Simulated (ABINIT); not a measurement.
# K2LiScF6 (Fm-3m): changed settings of a GW run in ABINIT, part 2 of 3

Aim: change inputs of a GW run on K2LiScF6 (Fm-3m) and see what moves.

ABINIT 10.8.3; LDA and many-body steps on it, plane waves. Known limits of the many-body steps: not at the basis limit; coarse k mesh.

So far. Step 3 (Base): The gap on the mesh goes from 6.75 eV to 12.55 eV, a correction of +5.80 eV. Step 4 (No symmetry in the self-energy): Against G0W0 in ABINIT (2×2×2 mesh, 84 bands, screening to 87.1 eV, Godby-Needs plasmon pole), the gap moves by +0.000 eV.

## Step 6: Broadening of the poles

Level of this step: G0W0 on LDA, plane waves, norm-conserving pseudopotentials (ABINIT).

run.abi

```
acell 3*1.0 Angstrom
rprim 
  -0.000000000000 4.144804000000 4.144804000000
  4.144804000000 -0.000000000000 4.144804000000
  4.144804000000 4.144804000000 -0.000000000000
ntypat 4
znucl 19 3 21 9
natom 10
typat 1 1 2 3 4 4 4 4 4 4
xred 
  0.250000000000 0.250000000000 0.250000000000
  0.750000000000 0.750000000000 0.750000000000
  0.500000000000 0.500000000000 0.500000000000
  -0.000000000000 -0.000000000000 -0.000000000000
  0.245587000000 0.245587000000 0.754413000000
  0.245587000000 0.754413000000 0.754413000000
  0.754413000000 0.754413000000 0.245587000000
  0.245587000000 0.754413000000 0.245587000000
  0.754413000000 0.245587000000 0.754413000000
  0.754413000000 0.245587000000 0.245587000000
pp_dirpath "pseudos"
pseudos "K.upf, Li.upf, Sc.upf, F.upf"
ecut 36
ngkpt 2 2 2
nshiftk 1
shiftk 0 0 0
kptopt 1
chksymbreak 0
istwfk *1
occopt 1
irdwfk 1
optdriver 4
nband 84
gwcalctyp 0
ecutsigx 36
symsigma 1
nkptgw 1
kptgw 
  0.0000000000 0.0000000000 0.0000000000
bdgw 
  35 40
ecuteps 3.2
irdscr 1
ppmodel 1
zcut 0.01 eV
indata_prefix "in"
outdata_prefix "out"
tmpdata_prefix "tmp"
```

Started as:

```
> OMP_NUM_THREADS=1 mpirun -n 4 abinit run.abi > log
```

The program printed:

```text
.Version 10.8.3 of ABINIT. v10.8.2 released Aug 2026.

 Symmetries : space group Fm -3 m (#225); Bravais cF (face-center cubic)
[... echo of the input left out ...]
== DATASET  1 ==================================================================
-   mpi_nproc: 4, omp_nthreads: 1 (-1 if OMP is not activated)

--- !DatasetInfo
iteration_state: {dtset: 1, }
dimensions: {natom: 10, nkpt: 3, mband: 84, nsppol: 1, nspinor: 1, nspden: 1, mpw: 9922, }
cutoff_energies: {ecut:  36.0, pawecutdg:  -1.0, }
[...]
38   6.321 -18.463 -10.219  -3.335   0.834  -0.199 -14.367   4.096  10.417
       39   6.321 -18.463 -10.219  -3.335   0.834  -0.199 -14.367   4.096  10.417
       40   6.321 -18.463 -10.219  -3.335   0.834  -0.199 -14.367   4.096  10.417

== END DATASET(S) ==============================================================
================================================================================

 -outvars: echo values of variables after computation  --------
           etotal      0.0000000000E+00
            nband          84
             nkpt           3
          spgroup         225
 [... the other variables as echoed above ...]

 Calculation completed.
```

It took 5.3 s on 4 MPI ranks of Arm Neoverse V2, shared host; peak memory 0.5 GiB.

Numbers from this step:

```yaml
g0w0_gap_on_the_points_computed: 12.55 eV
starting_gap_on_the_mesh: 6.751 eV
k_of_the_valence_top: 0, 0, 0
k_of_the_conduction_bottom: 0, 0, 0
least_direct_g0w0_gap_on_the_computed_points: 12.55 eV
```

Against G0W0 in ABINIT (2×2×2 mesh, 84 bands, screening to 87.1 eV, Godby-Needs plasmon pole), the gap moves by +0.000 eV.

## Step 7: Smaller part of the screening matrix

run.abi, as its differences from that of step 6:

```diff
@@ -41,6 +41,5 @@
   35 40
-ecuteps 3.2
+ecuteps 0.8
 irdscr 1
 ppmodel 1
-zcut 0.01 eV
 indata_prefix "in"
```

The program printed:

```text
.Version 10.8.3 of ABINIT. v10.8.2 released Aug 2026.

 Symmetries : space group Fm -3 m (#225); Bravais cF (face-center cubic)
[... echo of the input left out ...]
== DATASET  1 ==================================================================
-   mpi_nproc: 4, omp_nthreads: 1 (-1 if OMP is not activated)

--- !DatasetInfo
iteration_state: {dtset: 1, }
dimensions: {natom: 10, nkpt: 3, mband: 84, nsppol: 1, nspinor: 1, nspden: 1, mpw: 9922, }
cutoff_energies: {ecut:  36.0, pawecutdg:  -1.0, }
electrons: {nelect:   7.40000000E+01, charge:   0.00000000E+00, occopt:   1.00000000E+00, tsmear:   1.00000000E-02, }

 SIGMA: Calculation of the GW corrections

 Based on a program developped by R.W. Godby, V. Olevano, G. Onida, and L. Reining.
 Incorporated in ABINIT by V. Olevano, G.-M. Rignanese, and M. Torrent.
.Using double precision arithmetic ; gwpc =  8

[... cell and pseudopotentials left out ...]
--------------------------------------------------------------------------------

 ==== K-mesh for the wavefunctions ====
 Number of points in the irreducible wedge :     3
[... list of points left out ...]
 Together with 48 symmetry operations and time-reversal symmetry
 yields     8 points in the full Brillouin Zone.

 ==== Q-mesh for screening function ====
 Number of points in the irreducible wedge :     3
[... list of points left out ...]
 Together with 48 symmetry operations and time-reversal symmetry
 yields     8 points in the full Brillouin Zone.

 vcoul_init : cutoff-mode = AUXILIARY_FUNCTION
 q-points for optical limit:   1
     1)      0.000010    0.000020    0.000030
 setmesh: FFT mesh size selected  =    60x   60x   60
          total number of points  =       216000

 Number of electrons calculated from density =   74.0000; Expected =   74.0000
[...]
number of k-points in BZ                            8
 number of q-points in BZ                            8
 number of frequencies for dSigma/dE                 9
 frequency step for dSigma/dE [eV]                0.25
 number of omega for Sigma on real axis              0
 max omega for Sigma on real axis  [eV]           0.00
 zcut for avoiding poles [eV]                     0.10

 EPSILON^-1 parameters (SCR file):
 dimension of the eps^-1 matrix on file            259
 dimension of the eps^-1 matrix used                27
 number of plane-waves for wavefunctions          9841
 number of bands                                    84
 number of q-points in IBZ                           3
 number of frequencies                               2
 number of real frequencies                          1
 number of imag frequencies                          1

 matrix elements of self-energy operator (all in [eV])

 Perturbative Calculation

--- !SelfEnergy_ee
iteration_state: {dtset: 1, }
kpoint     : [   0.000,    0.000,    0.000, ]
spin       : 1
KS_gap     :    6.751
QP_gap     :   15.242
Delta_QP_KS:    8.491
data: !SigmaeeData |
     Band     E0 <VxcDFT>   SigX SigC(E0)      Z dSigC/dE  Sig(E)    E-E0       E
       35  -0.430 -22.439 -29.753   2.896   0.878  -0.138 -26.320  -3.881  -4.312
       36  -0.430 -22.439 -29.753   2.896   0.878  -0.138 -26.320  -3.881  -4.312
       37  -0.430 -22.439 -29.753   2.896   0.878  -0.138 -26.320  -3.881  -4.312
       38   6.321 -18.463 -10.219  -2.953   0.871  -0.148 -13.853   4.610  10.931
       39   6.321 -18.463 -10.219  -2.953   0.871  -0.148 -13.853   4.610  10.931
       40   6.321 -18.463 -10.219  -2.953   0.871  -0.148 -13.853   4.610  10.931

== END DATASET(S) ==============================================================
================================================================================

 -outvars: echo values of variables after computation  --------
           etotal      0.0000000000E+00
            nband          84
             nkpt           3
          spgroup         225
 [... the other variables as echoed above ...]

 Calculation completed.
```

The job ended after 4.3 s (4 MPI ranks; peak memory 0.46 GiB).

Numbers from this step:

```yaml
g0w0_gap_on_the_points_computed: 15.24 eV
starting_gap_on_the_mesh: 6.751 eV
k_of_the_valence_top: 0, 0, 0
k_of_the_conduction_bottom: 0, 0, 0
z_at_the_valence_top: 0.878
z_at_the_conduction_bottom: 0.871
least_direct_g0w0_gap_on_the_computed_points: 15.24 eV
```

## Step 8: Fewer bands in the self-energy

run.abi, as its differences from that of step 7:

```diff
@@ -32,3 +32,3 @@
 optdriver 4
-nband 84
+nband 43
 gwcalctyp 0
@@ -41,3 +41,3 @@
   35 40
-ecuteps 0.8
+ecuteps 3.2
 irdscr 1
```

The program printed:

```text
.Version 10.8.3 of ABINIT. v10.8.2 released Aug 2026.

 Symmetries : space group Fm -3 m (#225); Bravais cF (face-center cubic)
[... echo of the input left out ...]
== DATASET  1 ==================================================================
-   mpi_nproc: 4, omp_nthreads: 1 (-1 if OMP is not activated)

--- !DatasetInfo
iteration_state: {dtset: 1, }
dimensions: {natom: 10, nkpt: 3, mband: 43, nsppol: 1, nspinor: 1, nspden: 1, mpw: 9922, }
cutoff_energies: {ecut:  36.0, pawecutdg:  -1.0, }
electrons: {nelect:   7.40000000E+01, charge:   0.00000000E+00, occopt:   1.00000000E+00, tsmear:   1.00000000E-02, }

 SIGMA: Calculation of the GW corrections

 Based on a program developped by R.W. Godby, V. Olevano, G. Onida, and L. Reining.
 Incorporated in ABINIT by V. Olevano, G.-M. Rignanese, and M. Torrent.
.Using double precision arithmetic ; gwpc =  8

[... cell and pseudopotentials left out ...]
--------------------------------------------------------------------------------

 ==== K-mesh for the wavefunctions ====
 Number of points in the irreducible wedge :     3
[... list of points left out ...]
 Together with 48 symmetry operations and time-reversal symmetry
 yields     8 points in the full Brillouin Zone.

 ==== Q-mesh for screening function ====
 Number of points in the irreducible wedge :     3
[... list of points left out ...]
 Together with 48 symmetry operations and time-reversal symmetry
 yields     8 points in the full Brillouin Zone.

 vcoul_init : cutoff-mode = AUXILIARY_FUNCTION
 q-points for optical limit:   1
     1)      0.000010    0.000020    0.000030
 setmesh: FFT mesh size selected  =    60x   60x   60
          total number of points  =       216000

 Number of electrons calculated from density =   74.0000; Expected =   74.0000
[...]
number of k-points in BZ                            8
 number of q-points in BZ                            8
 number of frequencies for dSigma/dE                 9
 frequency step for dSigma/dE [eV]                0.25
 number of omega for Sigma on real axis              0
 max omega for Sigma on real axis  [eV]           0.00
 zcut for avoiding poles [eV]                     0.10

 EPSILON^-1 parameters (SCR file):
 dimension of the eps^-1 matrix on file            259
 dimension of the eps^-1 matrix used               259
 number of plane-waves for wavefunctions          9841
 number of bands                                    84
 number of q-points in IBZ                           3
 number of frequencies                               2
 number of real frequencies                          1
 number of imag frequencies                          1

 matrix elements of self-energy operator (all in [eV])

 Perturbative Calculation

--- !SelfEnergy_ee
iteration_state: {dtset: 1, }
kpoint     : [   0.000,    0.000,    0.000, ]
spin       : 1
KS_gap     :    6.751
QP_gap     :   12.697
Delta_QP_KS:    5.945
data: !SigmaeeData |
     Band     E0 <VxcDFT>   SigX SigC(E0)      Z dSigC/dE  Sig(E)    E-E0       E
       35  -0.430 -22.439 -29.753   5.565   0.804  -0.243 -23.846  -1.407  -1.837
       36  -0.430 -22.439 -29.753   5.565   0.804  -0.243 -23.846  -1.407  -1.837
       37  -0.430 -22.439 -29.753   5.565   0.804  -0.243 -23.846  -1.407  -1.837
       38   6.321 -18.463 -10.219  -2.863   0.843  -0.186 -13.925   4.538  10.859
       39   6.321 -18.463 -10.219  -2.863   0.843  -0.186 -13.925   4.538  10.859
       40   6.321 -18.463 -10.219  -2.863   0.843  -0.186 -13.925   4.538  10.859

== END DATASET(S) ==============================================================
================================================================================

 -outvars: echo values of variables after computation  --------
           etotal      0.0000000000E+00
            nband          43
             nkpt           3
          spgroup         225
 [... the other variables as echoed above ...]

 Calculation completed.
```

Wall time 4.7 s (4 MPI ranks); peak memory 0.48 GiB.

Numbers from this step:

| Quantity | Value |
| --- | --- |
| G0W0 gap on the points computed | 12.70 eV |
| starting gap on the mesh | 6.751 eV |
| k of the valence top | 0, 0, 0 |
| k of the conduction bottom | 0, 0, 0 |
| Z at the valence top | 0.804 |
| Z at the conduction bottom | 0.843 |
| least direct G0W0 gap on the computed points | 12.70 eV |

## Step 9: More bands than the file holds

run.abi, as its differences from that of step 8:

```diff
@@ -32,3 +32,3 @@
 optdriver 4
-nband 43
+nband 252
 gwcalctyp 0
```

The program printed:

```text
.Version 10.8.3 of ABINIT. v10.8.2 released Aug 2026.

 Symmetries : space group Fm -3 m (#225); Bravais cF (face-center cubic)
================================================================================
 Values of the parameters that define the memory need of the present run
     intxc =       0    ionmov =       0      iscf =       7    lmnmax =       6
     lnmax =       6     mgfft =      60  mpssoang =       3    mqgrid =    3001
     natom =      10  nloc_mem =       1    nspden =       1   nspinor =       1
    nsppol =       1      nsym =      48    n1xccc =    2501    ntypat =       4
    occopt =       1   xclevel =       1
-    mband =         252        mffmem =           1         mkmem =           1
       mpw =        9922          nfft =      216000          nkpt =           3
================================================================================
  Rough estimation (10% accuracy) of disk space for files :
================================================================================

--------------------------------------------------------------------------------
------------- Echo of variables that govern the present computation ------------
--------------------------------------------------------------------------------
 -outvars: echo values of preprocessed input variables --------
            acell      1.8897261259E+00  1.8897261259E+00  1.8897261259E+00 Bohr

             bdgw          35      40
      chksymbreak           0
             ecut      3.60000000E+01 Hartree
          ecuteps      3.20000000E+00 Hartree
         ecutsigx      3.60000000E+01 Hartree
          ecutwfn      3.60000000E+01 Hartree
-          fftalg         312
           irdscr           1
           irdwfk           1

              ixc       -1012
[...]
--- Pseudopotential description ------------------------------------------------
- K Generated using ONCVPSP code by D. R. Hamann
- 19.00000   9.00000  180309                  znucl, zion, pspdat
12 -1012 2 -1 2170                            pspcod,pspxc,lmax,lloc,mmax
     nproj     2     2     2
  pspatm : epsatm=    8.21740868
         --- l  ekb(1:nproj) -->
[...]
pspatm: atomic psp has been read  and splines computed

- Li Generated using ONCVPSP code by D. R. Hamann
-  3.00000   3.00000  180309                  znucl, zion, pspdat
12 -1012 1 -1 1944                            pspcod,pspxc,lmax,lloc,mmax
     nproj     2     2     0
  pspatm : epsatm=    2.61415252
         --- l  ekb(1:nproj) -->
[...]
pspatm: atomic psp has been read  and splines computed

- Sc Generated using ONCVPSP code by D. R. Hamann
- 21.00000  11.00000  180309                  znucl, zion, pspdat
12 -1012 2 -1 1622                            pspcod,pspxc,lmax,lloc,mmax
     nproj     2     2     2
  pspatm : epsatm=   13.66101860
         --- l  ekb(1:nproj) -->
[...]
pspatm: atomic psp has been read  and splines computed

- F Generated using ONCVPSP code by D. R. Hamann
-  9.00000   7.00000  201202                  znucl, zion, pspdat
12 -1012 2 -1 824                             pspcod,pspxc,lmax,lloc,mmax
     nproj     2     2     1
  pspatm : epsatm=    4.94580260
         --- l  ekb(1:nproj) -->
             0    6.487052    1.061847
             1   -4.029087   -1.312559
             2   -2.364936
 pspatm: atomic psp has been read  and splines computed

   4.61647550E+03                                ecore*ucvol(ha*bohr**3)
--------------------------------------------------------------------------------

--- !ERROR
message: |
    Number of bands stored WFK file is less than required.
    WFK mband: 92, self-energy nband: 252

--- !ERROR
message: |
    Number of bands stored WFK file is less than required.
    WFK mband: 92, self-energy nband: 252

--- from the log ---
Number of bands stored WFK file is less than required.
    WFK mband: 92, self-energy nband: 252
```

Elapsed: 2.8 s, on 4 MPI ranks; peak memory 0.06 GiB; 5.5 s of CPU time.

The run stopped with an error after 2.8 s.

The program's words: Number of bands stored WFK file is less than required. WFK mband: 92, self-energy nband: 252

The fault put into this input: more bands than the file holds.

[end of part 2 of 3]

[Paths, hosts, dates, memory and timing lines, banners, echoed tables and standing remarks are left out of the program output.]

[Logs are printed without paths, hosts, clocks, repeated set-up lines and the standing remarks that a program may print on its own settings, such as how far it seeks lower states.]

[Runs of the session that timed out or met a known fault of the program may be left out.]

[No measured gap is set beside runs whose start may be inverted or whose files or cutoffs have a known fault.]

[Hosts, paths, dates, database ids (printed as entryN), source tags and the programs' standing remarks are cut or masked in the printed files.]

[G0W0 gaps are taken among the corrected bands and points alone; a level outside them can change the order at an edge.]

[Where Ansatz stands beside ABINIT at settings called matched, ABINIT's density can come from a denser mesh and the files from another edition; pairs whose starting gaps differed by over 0.03 eV were left out, so agreement reads better than it is.]
